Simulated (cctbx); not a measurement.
## A disordered crystal of nominal LiCr2Cl5

Cell a = 14.8790 Å, b = 6.6560 Å, c = 6.8420 Å, α = 90.00°, β = 91.31°, γ = 90.00°; space group C2/c (no. 15); nominal formula LiCr2Cl5.

The data are simulated with cctbx, not measured: synchrotron X-rays, λ = 0.4959 Å, to d = 0.6 Å, 95 % of the full sphere, strongest reflection 70000 counts, noise from counting, a 2 % proportional error and a noise floor of 4 counts (s.d.); no absorption, and some extinction, which the refinements don't model.

With every site full:

```text
Rint 0.017, 1645 unique reflections to 0.60 A
cycle     R1     wR2    GooF  max shift (A)
   1  0.1224  0.2957  14.621   0.00145
   2  0.0394  0.1234   6.098   0.00001
final R1 0.0394 wR2 0.1234 GooF 6.098  parameters 38  data/parameter 43.3
atom        x        y        z      Ueq    occ   su(xyz)  su(Uiso or U11)
Cr1    0.09349  0.25164  0.53279   0.0121  1.000  0.00007  0.0002
Cl1    0.00000  0.96279  0.75000   0.0096  1.000  0.00011  0.0003
Cl2    0.08908  0.38649  0.90018   0.0127  1.000  0.00009  0.0002
Cl3    0.22156  0.90186  0.84629   0.0150  1.000  0.00010  0.0003
Li1    0.25000  0.25000  0.00000   0.0151  1.000  0.00000  0.0025
difference map: max 2.17 min -1.92 rms 0.26
Q1    0.0000  0.0139  0.2500    4    2.18  0.16 A from Cl1
Q2    0.2155  0.0611  0.3371    8    1.94  0.27 A from Cl3
Q3    0.0895  0.4212  0.9060    8    1.91  0.23 A from Cl2
Q4    0.1239  0.2460  0.9680    8    0.41  1.16 A from Cl2
Q5    0.2500  0.2500  0.0000    4    0.40  0.00 A from Li1
Q6    0.0865  0.2602  0.0274    8    0.32  1.21 A from Cl2
```

With the occupancies of the suspect sites free, each still typed as its main element:

```text
Rint 0.017, 1645 unique reflections to 0.60 A
cycle     R1     wR2    GooF  max shift (A)
   1  0.0868  0.2272  11.236   0.00066
  11  0.0107  0.0246   1.214   0.00000
final R1 0.0107 wR2 0.0245 GooF 1.213  parameters 39  data/parameter 42.2
atom        x        y        z      Ueq    occ   su(xyz)  su(Uiso or U11)
Cr1    0.09350  0.25159  0.53278   0.0101  0.852  0.00001  0.0000
Cl1    0.00000  0.96297  0.75000   0.0125  1.000  0.00002  0.0001
Cl2    0.08910  0.38669  0.90023   0.0157  1.000  0.00002  0.0001
Cl3    0.22151  0.90201  0.84622   0.0181  1.000  0.00002  0.0001
Li1    0.25000  0.25000  0.00000   0.0161  1.000  0.00000  0.0005
su of occupancy Cr1: 0.001
difference map: max 0.21 min -0.45 rms 0.08
Q1    0.2247  0.1188  0.1192    8    0.23  1.26 A from Li1
Q2    0.0173  0.4598  0.4979    8    0.21  1.63 A from Cl2
Q3    0.0710  0.0433  0.6771    8    0.19  1.29 A from Cl1
Q4    0.1756  0.4489  0.5130    8    0.19  1.80 A from Cr1
Q5    0.0434  0.3928  0.6060    8    0.18  1.31 A from Cr1
Q6    0.2048  0.3901  0.0665    8    0.18  1.24 A from Li1
```

**Question.** What is the disorder?

X-rays count electrons. Cr1 refines to 0.852(0.001), or 20.4 electrons; the site truly holds 0.85 Cr, 20.4 electrons, which is 0.850 of Cr. A value under 1 can't tell vacancies from a lighter guest, and one over 1 needs a heavier guest; chemistry or a second radiation must settle which. Occupancy correlates with U and the scale, so the match is approximate.

Freeing them takes R1 from 0.0394 to 0.0107 and GooF from 6.10 to 1.21.

The model is made up (kin elements in a known structure type, no relaxation), so it says nothing on whether the phase exists.

[Middle refinement cycles are left out of these outputs.]

[Logs are printed without paths, hosts, clocks, repeated set-up lines and the standing remarks that a program may print on its own settings, such as how far it seeks lower states.]
